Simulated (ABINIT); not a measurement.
# A GW chain in ABINIT: GaN (F-43m)

How does a plane-wave GW calculation on GaN (F-43m) run from the first input to the gap?

Main program and level: ABINIT 10.8.3; PBE and many-body steps on it, plane waves.

**Experimental background.**

- Gap 3.23 eV: absorption onset (direct gap at Gamma) of unexcited film, from imaginary part of dielectric function; spectroscopic ellipsometry (steady-state reference of time-resolved measurement); 300 K; film on 3C-SiC/Si(001) (“Femtosecond pump-probe absorption edge spectroscopy of cubic GaN”, 2022, arxiv:2206.02223).

Report form: the programs' logs are mostly left out.

## 1. The structure

Symmetry: F-43m, No. 216, cubic system. The conventional cell has a = 4.507 Å, b = 4.507 Å, c = 4.507 Å, α = 90.00°, β = 90.00°, γ = 90.00°. Nearest to Ga lie 4 N at 1.95 Å. Nearest to N lie 4 Ga at 1.95 Å. Farther neighbours and most contacts between anions are not listed.

The cell and positions are those that the Materials Project relaxed with its own functionals (PBE, PBE+U or r2SCAN), kept fixed. This is not the form that GaN usually takes at ambient conditions.

## 2. Ground state

This step: ABINIT 10.8.3; DFT, PBE, plane waves, norm-conserving pseudopotentials.

The ground-state density comes first.

run.abi reads:

```
acell 3*1.0 Angstrom
rprim 
  0.000000000000 2.253500607500 2.253500607500
  2.253500607500 0.000000000000 2.253500607500
  2.253500607500 2.253500607500 0.000000000000
ntypat 2
znucl 31 7
natom 2
typat 1 2
xred 
  0.000000000000 0.000000000000 0.000000000000
  0.750000000000 0.750000000000 0.750000000000
pp_dirpath "pseudos"
pseudos "Ga.upf, N.upf"
ecut 45
ngkpt 8 8 8
nshiftk 1
shiftk 0 0 0
kptopt 1
chksymbreak 0
nband 18
occopt 1
tolvrs 1e-10
nstep 60
prtwf 0
optforces 0
optstress 0
indata_prefix "in"
outdata_prefix "out"
tmpdata_prefix "tmp"
```

The run is started by

```
$ OMP_NUM_THREADS=1 mpirun -n 4 abinit run.abi > log
```

Elapsed: 15 s, on 4 MPI ranks of Arm Neoverse V1, shared host; peak memory 0.29 GiB.

This step gave:

```
total energy               : -7040.0817 eV
gap                        : 1.748 eV
k of the valence top       : 0, 0, 0
k of the conduction bottom : 0, 0, 0
least direct gap           : 1.748 eV
```

The gap is direct, at Γ.

## 3. Bands along the symmetry lines

Levels along a band path, at the cheap level, show where the edges lie and whether the meshes to come will hold them.

run.abi reads:

```
acell 3*1.0 Angstrom
rprim 
  0.000000000000 2.253500607500 2.253500607500
  2.253500607500 0.000000000000 2.253500607500
  2.253500607500 2.253500607500 0.000000000000
ntypat 2
znucl 31 7
natom 2
typat 1 2
xred 
  0.000000000000 0.000000000000 0.000000000000
  0.750000000000 0.750000000000 0.750000000000
pp_dirpath "pseudos"
pseudos "Ga.upf, N.upf"
ecut 45
iscf -2
irdden 1
kptopt 0
nkpt 50
kpt 
  0.00000000 0.00000000 0.00000000
  -0.06250000 -0.06250000 0.00000000
  -0.12500000 -0.12500000 0.00000000
  -0.18750000 -0.18750000 0.00000000
  -0.25000000 -0.25000000 0.00000000
  -0.31250000 -0.31250000 0.00000000
  -0.37500000 -0.37500000 0.00000000
  -0.43750000 -0.43750000 0.00000000
  -0.50000000 -0.50000000 0.00000000
  -0.48437500 -0.48437500 0.03125000
  -0.46875000 -0.46875000 0.06250000
  -0.45312500 -0.45312500 0.09375000
  -0.43750000 -0.43750000 0.12500000
  -0.42187500 -0.42187500 0.15625000
  -0.40625000 -0.40625000 0.18750000
  -0.39062500 -0.39062500 0.21875000
  -0.37500000 -0.37500000 0.25000000
  -0.37500000 0.00000000 0.37500000
  -0.32812500 0.00000000 0.32812500
  -0.28125000 0.00000000 0.28125000
  -0.23437500 0.00000000 0.23437500
  -0.18750000 0.00000000 0.18750000
  -0.14062500 0.00000000 0.14062500
  -0.09375000 0.00000000 0.09375000
  -0.04687500 0.00000000 0.04687500
  0.00000000 0.00000000 0.00000000
  0.00000000 0.00000000 0.06250000
  0.00000000 0.00000000 0.12500000
  0.00000000 0.00000000 0.18750000
  0.00000000 0.00000000 0.25000000
  0.00000000 0.00000000 0.31250000
  0.00000000 0.00000000 0.37500000
  0.00000000 0.00000000 0.43750000
  0.00000000 0.00000000 0.50000000
  -0.06250000 -0.03125000 0.46875000
  -0.12500000 -0.06250000 0.43750000
  -0.18750000 -0.09375000 0.40625000
  -0.25000000 -0.12500000 0.37500000
  -0.31250000 -0.15625000 0.34375000
  -0.37500000 -0.18750000 0.31250000
  -0.43750000 -0.21875000 0.28125000
  -0.50000000 -0.25000000 0.25000000
  -0.50000000 -0.28125000 0.21875000
  -0.50000000 -0.31250000 0.18750000
  -0.50000000 -0.34375000 0.15625000
  -0.50000000 -0.37500000 0.12500000
  -0.50000000 -0.40625000 0.09375000
  -0.50000000 -0.43750000 0.06250000
  -0.50000000 -0.46875000 0.03125000
  -0.50000000 -0.50000000 0.00000000
istwfk *1
nband 20
nbdbuf 2
tolwfr 1e-08
nstep 40
prtwf 0
prtvol 0
indata_prefix "in"
outdata_prefix "out"
tmpdata_prefix "tmp"
```

It took 12 s on 4 MPI ranks; peak memory 0.27 GiB; 47 s of CPU time.

This step gave:

* gap: 1.748 eV
* k of the valence top: 0, 0, 0
* k of the conduction bottom: 0, 0, 0
* least direct gap: 1.748 eV

The gap is 1.748 eV, as in the run before at this level.

The electronic bands at the labelled points (eV, zero at the top of the highest filled band):

```
    point  band 10  band 11  band 12  band 13  band 14  band 15  band 16  band 17
        Γ   -13.24     0.00     0.00     0.00     1.75    10.36    10.36    10.36
  halfway   -13.02    -3.42    -1.48    -1.48     4.59     7.43    11.64    12.03
        X   -11.49    -6.12    -2.69    -2.69     3.38     6.69    11.71    13.96
  halfway   -11.42    -6.02    -3.33    -2.55     3.97     7.14    11.58    13.60
        U   -11.34    -5.85    -4.24    -2.16     5.02     7.87    11.08    12.86
jump to K   -11.34    -5.85    -4.24    -2.16     5.02     7.87    11.08    12.86
  halfway   -12.86    -4.19    -2.11    -0.53     5.23     8.52     9.65    11.19
        Γ   -13.24     0.00     0.00     0.00     1.75    10.36    10.36    10.36
  halfway   -13.16    -3.85    -0.52    -0.52     4.08     8.81    10.81    10.81
        L   -11.94    -7.02    -0.96    -0.96     4.67     8.73    10.41    10.41
  halfway   -11.62    -6.40    -2.99    -1.76     6.65     7.04    10.11    11.73
        W   -11.22    -5.68    -3.68    -3.62     6.24     8.39    10.30    11.14
  halfway   -11.35    -5.93    -3.20    -3.17     4.60     7.49    11.47    12.28
        X   -11.49    -6.12    -2.69    -2.69     3.38     6.69    11.71    13.96
```

## 4. Empty states on the mesh, 6×6×6 mesh, 72 bands

The sums over transitions need many empty states on a uniform mesh; this step solves for them.

run.abi reads:

```
acell 3*1.0 Angstrom
rprim 
  0.000000000000 2.253500607500 2.253500607500
  2.253500607500 0.000000000000 2.253500607500
  2.253500607500 2.253500607500 0.000000000000
ntypat 2
znucl 31 7
natom 2
typat 1 2
xred 
  0.000000000000 0.000000000000 0.000000000000
  0.750000000000 0.750000000000 0.750000000000
pp_dirpath "pseudos"
pseudos "Ga.upf, N.upf"
ecut 45
ngkpt 6 6 6
nshiftk 1
shiftk 0 0 0
kptopt 1
chksymbreak 0
irdden 1
istwfk *1
nband 72
prtvol 0
optdriver 6
gwr_task "HDIAGO"
paral_kgb 0
occopt 1
indata_prefix "in"
outdata_prefix "out"
tmpdata_prefix "tmp"
```

The job ended after 41 s (4 MPI ranks; peak memory 1.3 GiB; 2.7 min of CPU time).

This step gave:

```
gap                                                           : 1.748 eV
k of the valence top                                          : 0, 0, 0
k of the conduction bottom                                    : 0, 0, 0
least direct gap                                              : 1.748 eV
k points computed                                             : 16
lowest point of the top converged band, above the valence top : 77.5009 eV
```

On this mesh the gap is 1.748 eV.

## 5. Screening, 6×6×6 mesh, 64 bands, screening to 163.3 eV

The RPA dielectric matrix is built and inverted for each q.

This step: RPA screening on PBE, plane waves, norm-conserving pseudopotentials.

run.abi, as its differences from that of step 4:

```diff
@@ -20,10 +20,11 @@
 chksymbreak 0
-irdden 1
 istwfk *1
-nband 72
-prtvol 0
-optdriver 6
-gwr_task "HDIAGO"
-paral_kgb 0
 occopt 1
+irdwfk 1
+optdriver 3
+nband 64
+ecuteps 6
+inclvkb 2
+awtr 1
+symchi 1
 indata_prefix "in"
```

The job ended after 53 s (4 MPI ranks; peak memory 0.78 GiB).

Numbers from this step:

| Quantity | Value |
| --- | --- |
| ε∞ with local fields, on this mesh, along the program's q direction | 6.407 |
| the same without local fields | 6.858 |
| plasma frequency | 39.58 eV |
| plane waves in the screening matrix | 113 |

Local fields lower ε∞ by 7 %.

## 6. Self-energy, 6×6×6 mesh, 64 bands, screening to 163.3 eV

The self-energy is evaluated for the states that the input lists, and the levels follow from it, in one-shot runs by the linearised quasiparticle equation.

This step: G0W0 on PBE, plane waves, norm-conserving pseudopotentials.

run.abi, as its differences from that of step 5:

```diff
@@ -23,8 +23,15 @@
 irdwfk 1
-optdriver 3
+optdriver 4
 nband 64
+gwcalctyp 0
+ecutsigx 45
+symsigma 1
+nkptgw 1
+kptgw 
+  0.0000000000 0.0000000000 0.0000000000
+bdgw 
+  11 17
 ecuteps 6
-inclvkb 2
-awtr 1
-symchi 1
+irdscr 1
+ppmodel 1
 indata_prefix "in"
```

It took 4.4 s on 4 MPI ranks; peak memory 0.58 GiB.

Numbers from this step:

| Property | Result |
| --- | --- |
| G0W0 gap on the points computed | 2.558 eV |
| starting gap on the mesh | 1.748 eV |
| k of the valence top | 0, 0, 0 |
| k of the conduction bottom | 0, 0, 0 |
| Z at the valence top | 0.796 |
| Z at the conduction bottom | 0.823 |
| least direct G0W0 gap on the computed points | 2.558 eV |

The gap on the mesh goes from 1.75 eV to 2.56 eV, a correction of +0.81 eV.

Limits: finite bands, cutoff and mesh; no spin-orbit coupling. v1 is the top filled band, c1 the lowest empty one. The levels before and after the correction (eV, zero at the valence-band top of each column):

```
           conduction bottom  valence top
Kohn-Sham               1.75         0.00
     G0W0               2.56         0.00
```

```
             level  energy (eV)
Kohn-Sham  Γ v3-v1        0.000
Kohn-Sham     Γ c1        1.748
Kohn-Sham  Γ c2-c4       10.359
     G0W0  Γ v3-v1        0.000
     G0W0     Γ c1        2.558
     G0W0  Γ c2-c4       11.566
```

## 7. Where the time went

Times are wall times on 4 MPI ranks of Arm Neoverse V1, shared host, good to a factor of about two.

```
                          step   time  share  memory (GiB)
                  ground state   15 s   12 %          0.29
bands along the symmetry lines   12 s    9 %          0.27
      empty states on the mesh   41 s   33 %           1.3
                     screening   53 s   42 %          0.78
                   self-energy  4.4 s    4 %          0.58
```

## 8. Outcome

```yaml
pbe_gap: 1.75 eV, direct
g0w0_gap_on_the_mesh: 2.56 eV
gw_settings: 6×6×6 mesh, 64 bands, screening to 163.3 eV, Godby-Needs plasmon pole
known_limits: not at the basis limit; no spin-orbit coupling
```

G0W0 moves the gap on the mesh from 1.75 eV to 2.56 eV (+0.81 eV), with Z of 0.80 and 0.82 at the edges. Local fields lower the RPA ε∞ on this mesh from 6.86 to 6.41. Only 1 of the mesh's irreducible points was corrected, so a valley elsewhere could overtake. Against experiment, by G0W0@PBE: the direct gap of 2.56 eV lies −0.67 eV from the measured 3.23 eV (exciton, 300 K, on 3C-SiC/Si(001), 2022). An exciton line or allowed optical edge lies below the quasiparticle gap by the binding energy; a forbidden edge can push the onset above it. The calculation has static nuclei and no excitons; a measured gap holds zero-point and thermal motion, which mostly lowers it. Against the values above the computed gap that would widen the miss. A likelier cause is too strong a screening: the start's gap is only 1.75 eV, and one shot does not repair that. Bands and cutoff are finite, so the gap is not at the basis limit. The miss can reach some tenths of an eV and take either sign; the mesh is an error of its own. In the G0W0 run levels were corrected at 1 k point alone, so a gap called «on the mesh» is the least over those, and an edge elsewhere would be missed. The many-body steps are scalar-relativistic: spin-orbit coupling is not in them.

[Paths, hosts, dates, memory and timing lines, banners, echoed tables and standing remarks are left out of the program output.]

[Logs are printed without paths, hosts, clocks, repeated set-up lines and the standing remarks that a program may print on its own settings, such as how far it seeks lower states.]

[Runs of the session that timed out or met a known fault of the program may be left out.]

[No measured gap is set beside runs whose start may be inverted or whose files or cutoffs have a known fault.]

[Hosts, paths, dates, database ids (printed as entryN), source tags and the programs' standing remarks are cut or masked in the printed files.]

[G0W0 gaps are taken among the corrected bands and points alone; a level outside them can change the order at an edge.]

[Where Ansatz stands beside ABINIT at settings called matched, ABINIT's density can come from a denser mesh and the files from another edition; pairs whose starting gaps differed by over 0.03 eV were left out, so agreement reads better than it is.]
